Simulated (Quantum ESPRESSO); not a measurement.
# Collinear magnetic orders of MnSe with Quantum ESPRESSO, part 2 of 2

Does MnSe prefer parallel or opposed moments, or none?

Quantum ESPRESSO 7.5; PBEsol; plane waves with GBRV 1.5 PBEsol potentials, no spin-orbit coupling.

So far, absolute magnetization (μB): step 2 (run 1 (ferro +)) 4.62.

The database entry behind the starting cell differs from later determinations by our own check (about 0.4 % short), so it need not match the best structure at ambient conditions.

### Step 4. Start 3: antiferro q=(0,0,1/2) +−

The cell is doubled to 4 atoms to hold this order.

File pw.in:

```
&CONTROL
  calculation = 'scf'
  prefix = 'pwscf'
  outdir = './tmp'
  pseudo_dir = './pseudo'
  disk_io = 'nowf'
/
&SYSTEM
  ibrav = 0
  celldm(1) = 8
  nat = 4
  ntyp = 3
  ecutwfc = 40
  ecutrho = 280
  nbnd = 30
  occupations = 'smearing'
  smearing = 'fd'
  degauss = 0.00367493
  nspin = 2
  starting_magnetization(1) = 0.3
  starting_magnetization(2) = -0.3
  starting_magnetization(3) = 0
/
&ELECTRONS
  conv_thr = 8d-09
  electron_maxstep = 150
  mixing_beta = 0.3
/
ATOMIC_SPECIES
Mn1    54.9380 mn_pbesol_v1.5.uspp.F.UPF
Mn2    54.9380 mn_pbesol_v1.5.uspp.F.UPF
Se     78.9710 se_pbesol_v1.uspp.F.UPF
CELL_PARAMETERS alat
   0.0000000000000    0.6425068823728    0.6425068823728
   0.6425068823728    0.0000000000000    0.6425068823728
   1.2850137647455    1.2850137647455    0.0000000000000
ATOMIC_POSITIONS crystal
Mn1     0.0000000000    0.0000000000    0.0000000000
Mn2     0.0000000000    0.0000000000    0.5000000000
Se      0.5000000000    0.5000000000    0.2500000000
Se      0.5000000000    0.5000000000    0.7500000000
K_POINTS automatic
6 6 3 0 0 0
```

Launch:

```
> OMP_NUM_THREADS=1 mpirun -n 4 pw.x -nk 4 -in pw.in > pw.out
```

Log:

```text
     [... lines left out ...]
Program PWSCF v.7.5 starts
     [... lines left out ...]
     number of atoms/cell      =            4
     [... lines left out ...]
     number of electrons       =        42.00
     number of Kohn-Sham states=           30
     kinetic-energy cutoff     =      40.0000  Ry
     charge density cutoff     =     280.0000  Ry
     scf convergence threshold =      8.0E-09
     [... lines left out ...]
     12 Sym. Ops., with inversion, found
     [... lines left out ...]
     number of k points=    16  Fermi-Dirac smearing, width (Ry)=  0.0037
     [... lines left out ...]
     iteration # 12     ecut=    40.00 Ry     beta= 0.30
     [... lines left out ...]
     Magnetic moment per site  (integrated on atomic sphere of radius R)
     atom   1 (R=0.265)  charge= 13.3695  magn=  4.1985
     atom   2 (R=0.265)  charge= 13.3695  magn= -4.1985
     atom   3 (R=0.265)  charge=  4.3464  magn= -0.0000
     atom   4 (R=0.265)  charge=  4.3464  magn= -0.0000
     [... lines left out ...]
     the Fermi energy is     9.4670 ev
!    total energy              =    -508.84755273 Ry
     estimated scf accuracy    <          5.3E-10 Ry
     smearing contrib. (-TS)   =      -0.00000262 Ry
     [... lines left out ...]
     total magnetization       =     0.00 Bohr mag/cell
     absolute magnetization    =     8.91 Bohr mag/cell
     convergence has been achieved in  12 iterations
```

Run time: 15 s. Hardware: 4 MPI ranks of Intel Xeon Platinum 8488C (Sapphire Rapids), shared host; peak memory 0.5 GiB; 58 s of CPU time.

Spin moment in the atom's sphere by atom:

```
atom  spin moment in the atom's sphere (μB)
 Mn1                                   4.20
 Mn2                                  -4.20
 Se3                                   0.00
 Se4                                   0.00
```

Read from the output:

```yaml
smearing_term_ts: 3.56e-5 eV
magnetization: 0 μB
absolute_magnetization: 8.906 μB
final_state: antiferromagnetic
```

### Step 5. Run 4 (no spin polarisation)

File pw.in:

```
&CONTROL
  calculation = 'scf'
  prefix = 'pwscf'
  outdir = './tmp'
  pseudo_dir = './pseudo'
  disk_io = 'nowf'
/
&SYSTEM
  ibrav = 0
  celldm(1) = 8
  nat = 2
  ntyp = 2
  ecutwfc = 40
  ecutrho = 280
  nbnd = 17
  occupations = 'smearing'
  smearing = 'fd'
  degauss = 0.00367493
/
&ELECTRONS
  conv_thr = 4d-09
  electron_maxstep = 150
  mixing_beta = 0.3
/
ATOMIC_SPECIES
Mn     54.9380 mn_pbesol_v1.5.uspp.F.UPF
Se     78.9710 se_pbesol_v1.uspp.F.UPF
CELL_PARAMETERS alat
   0.0000000000000    0.6425068823728    0.6425068823728
   0.6425068823728    0.0000000000000    0.6425068823728
   0.6425068823728    0.6425068823728    0.0000000000000
ATOMIC_POSITIONS crystal
Mn      0.0000000000    0.0000000000    0.0000000000
Se      0.5000000000    0.5000000000    0.5000000000
K_POINTS automatic
6 6 6 0 0 0
```

Log:

```text
     [... lines left out ...]
Program PWSCF v.7.5 starts
     [... lines left out ...]
     number of atoms/cell      =            2
     [... lines left out ...]
     number of electrons       =        21.00
     number of Kohn-Sham states=           17
     kinetic-energy cutoff     =      40.0000  Ry
     charge density cutoff     =     280.0000  Ry
     scf convergence threshold =      4.0E-09
     [... lines left out ...]
     48 Sym. Ops., with inversion, found
     [... lines left out ...]
     number of k points=    16  Fermi-Dirac smearing, width (Ry)=  0.0037
     [... lines left out ...]
     iteration # 12     ecut=    40.00 Ry     beta= 0.30
     [... lines left out ...]
     the Fermi energy is     8.9450 ev
!    total energy              =    -254.25091257 Ry
     estimated scf accuracy    <          1.5E-09 Ry
     smearing contrib. (-TS)   =      -0.00666890 Ry
     [... lines left out ...]
     convergence has been achieved in  12 iterations
```

Elapsed: 3.6 s, on 4 MPI ranks; peak memory 0.31 GiB.

Read from the output:

```
smearing term TS : 0.09073 eV
final state      : non-magnetic (no spin polarisation)
```

### Step 6. Energies of the orders

An order is kept where moments of 0.15 μB or more survive with the typed signs; meshes match where a doubled cell samples the same k points as the first cell.

Orders:

```
                     start        final state  typed order kept  energy over the lowest (meV a seeded atom)  largest site moment (μB)  net moment (μB a cell of the first run)  mesh matched  CPU time (s)
                   ferro +      ferromagnetic               yes                                        88.7                     4.212                                    4.619           yes         18.03
antiferro q=(0,1/2,1/2) +-  antiferromagnetic               yes                                       78.91                     4.227                                        0           yes         94.26
  antiferro q=(0,0,1/2) +-  antiferromagnetic               yes                                           0                     4.199                                        0           yes         57.63
      no spin polarisation       non-magnetic                 -                                        2352                         0                                        0           yes         13.28
```

### Step 7. Energy mapping

E = −Σ J e·e over ordered pairs of unit vectors, so each pair counts twice. As many shells are taken as there are differences of energy, so the couplings are solved for and no residual tests the model; further shells are folded in, and shells whose pairs keep their relative signs in all orders cancel and are not probed. Couplings from the energies:

```
 pair  distance (Å)  neighbours an atom  J (meV)
Mn-Mn         3.847                  12  -0.6118
Mn-Mn          5.44                   6    -6.78
```

### Step 8. Summary of results

```json
{
 "lowest state found": "antiferromagnetic (from antiferro q=(0,0,1/2) +-)",
 "largest site moment": "4.20 μB",
 "next state with moments": "antiferromagnetic, 78.9 meV a seeded atom higher",
 "state without moments": "2352 meV a seeded atom higher",
 "J of the weightiest shell (Mn-Mn, 5.44 Å; E = −Σ J e·e, ordered pairs)": "-6.78 meV"
}
```

In words: Forming the moments gains more than four times the spread of the orders, as local moments do. The largest moment changes by 0.68 % between the kept orders, as for well localised moments. This is the lowest of 4 collinear or spinless starts, no proof of the ground state.

[Logs and program files are shortened in this print: banners, set-up blocks, solver, clock and traceback lines can be left out without a mark of their own.]

[Logs are printed without paths, hosts, clocks, repeated set-up lines and the standing remarks that a program may print on its own settings, such as how far it seeks lower states.]

[Hosts, paths, dates, database ids (printed as entryN), source tags and the programs' standing remarks are cut or masked in the printed files.]

[Where a cell is said to come from a database of computed structures, the database is the Materials Project.]
